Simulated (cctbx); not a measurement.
# Solving a structure by charge flipping

Cell a = 6.3020 Å, b = 6.3020 Å, c = 11.6600 Å, α = 90.00°, β = 90.00°, γ = 90.00°; space group I4/mcm (no. 140); content Nb20 Ti4 C8.

The data are simulated with cctbx, not measured: Mo Kα, λ = 0.71073 Å, to d = 0.75 Å, 70 % of the full sphere, strongest reflection 70000 counts, noise from counting, a 3 % proportional error and a noise floor of 4 counts (s.d.); no absorption, and some extinction, which the refinements don't model.

Charge flipping in P1 on plain amplitudes to 0.75 Å, δ = 0.9 σ, 10 % of the reflections treated as weak, 100 cycles:

```text
cycle      R  skewness
    0  0.702     0.30
    8  0.477     1.41
   16  0.484     1.79
   24  0.485     2.50
   32  0.378     4.88
   40  0.329     4.61
   48  0.317     4.51
   56  0.294     4.41
   64  0.314     4.41
   72  0.316     4.49
   80  0.322     4.43
   88  0.311     4.34
   96  0.310     4.48
origin shift          correlation  skewness
 0.445  0.402  0.367      0.875      4.87
 0.440  0.400  0.009      0.869      4.02
 0.104  0.012  0.396      0.810      0.69
 0.440  0.402  0.238      0.853      4.36
taken: symmetry correlation 0.875, skewness 4.87
peak      x       y       z  mult  height/sigma
Q1    0.0000  0.0000  0.0000    4     13.5
Q2    0.1671  0.3329  0.1390   16     12.4
Q3    0.0000  0.0000  0.2500    4      7.9
Q4    0.1192  0.3808  0.4015   16      1.9
Q5    0.1557  0.3443  0.5000    8      1.4
Q6    0.1812  0.1812  0.2500   16      1.4
Q7    0.0000  0.1957  0.2500   16      1.2
Q8    0.2215  0.2785  0.3631   16      1.1
Q9    0.0007  0.2564  0.1492   32      1.1
```

The origin is taken among those within 0.04 of the best correlation, by the skewness of the map.

It took 0.51 s on 1 thread of Arm Neoverse V1 (shared host), peak memory 0.08 GiB.

Q: Assign the peaks.

Heights go roughly as Z and multiplicities must add up to the content. First model: Q1 = Nb1 (4 in the cell, height 13.5), Q2 = Nb2 (16 in the cell, height 12.4), Q3 = Ti1 (4 in the cell, height 7.9) and Q5 = C1 (8 in the cell, height 1.4). Against the true structure, Q1 is Nb, Q2 is Nb, Q3 is Ti and Q5 is C; the other peaks are not atoms.

Least squares on F², isotropic:

```text
Rint 0.023, 172 unique reflections to 0.76 A
cycle     R1     wR2    GooF  max shift (A)
   1  0.1579  0.3647  24.495   0.29331
   3  0.0077  0.0155   1.042   0.00000
final R1 0.0077 wR2 0.0155 GooF 1.042  parameters 7  data/parameter 24.6
atom        x        y        z      Ueq    occ   su(xyz)  su(Uiso or U11)
Nb1    0.00000  0.00000  0.00000   0.0047  1.000  0.00000  0.0001
Nb2    0.16881  0.33119  0.13831   0.0040  1.000  0.00001  0.0001
Ti1    0.00000  0.00000  0.25000   0.0055  1.000  0.00000  0.0001
C1     0.12229  0.37771  0.50000   0.0089  1.000  0.00021  0.0003
difference map: max 0.36 min -0.85 rms 0.12
Q1    0.2056  0.2944  0.5000    8    0.38  0.74 A from C1
Q2    0.0904  0.2553  0.2645   32    0.31  1.62 A from Nb2
Q3    0.1082  0.2722  0.0000   16    0.27  1.60 A from C1
Q4    0.0789  0.1039  0.1293   32    0.26  1.54 A from Nb2
Q5    0.2500  0.2500  0.2500    8    0.25  1.49 A from Nb2
```

Anisotropic refinement:

```text
Rint 0.023, 172 unique reflections to 0.76 A
cycle     R1     wR2    GooF  max shift (A)
   1  0.0079  0.0157   1.074   0.00013
   2  0.0077  0.0153   1.050   0.00000
final R1 0.0077 wR2 0.0153 GooF 1.050  parameters 14  data/parameter 12.3
atom        x        y        z      Ueq    occ   su(xyz)  su(Uiso or U11)
Nb1    0.00000  0.00000  0.00000   0.0047  1.000  0.00000  0.0001
Nb2    0.16881  0.33119  0.13831   0.0040  1.000  0.00001  0.0001
Ti1    0.00000  0.00000  0.25000   0.0055  1.000  0.00000  0.0001
C1     0.12228  0.37772  0.50000   0.0089  1.000  0.00021  0.0005
difference map: max 0.36 min -0.82 rms 0.12
Q1    0.2063  0.2937  0.5000    8    0.37  0.75 A from C1
Q2    0.0896  0.2548  0.2650   32    0.31  1.63 A from Nb2
Q3    0.1073  0.2712  0.0000   16    0.27  1.60 A from C1
Q4    0.0753  0.1016  0.1298   32    0.26  1.57 A from Nb2
Q5    0.0755  0.4245  0.0000    8    0.25  1.28 A from C1
Q6    0.0736  0.2881  0.4602   32    0.25  0.79 A from C1
```

**Reading.** The refinement ends at R1 = 0.0077, wR2 = 0.0153, GooF = 1.05, with difference density between -0.82 and 0.36 e/Å³. Every site matches the true model in element, within 0.001 Å r.m.s., up to an allowed shift of origin.

True model:

| atom | mult. | x | y | z | Ueq (Å²) |
| --- | --- | --- | --- | --- | --- |
| Nb1 | 4 | 0 | 0 | 0 | 0.0051 |
| Nb2 | 16 | 0.6688 | 0.1688 | 0.1383 | 0.0043 |
| Ti1 | 4 | 1/2 | 1/2 | 1/4 | 0.0058 |
| C1 | 8 | 0.1222 | 0.6222 | 0 | 0.0091 |

The model was made for the exercise: a known structure type with other elements put in, its volume estimated, not relaxed; displacement parameters are assumed.

[Middle refinement cycles are left out of these outputs.]

[Logs are printed without paths, hosts, clocks, repeated set-up lines and the standing remarks that a program may print on its own settings, such as how far it seeks lower states.]
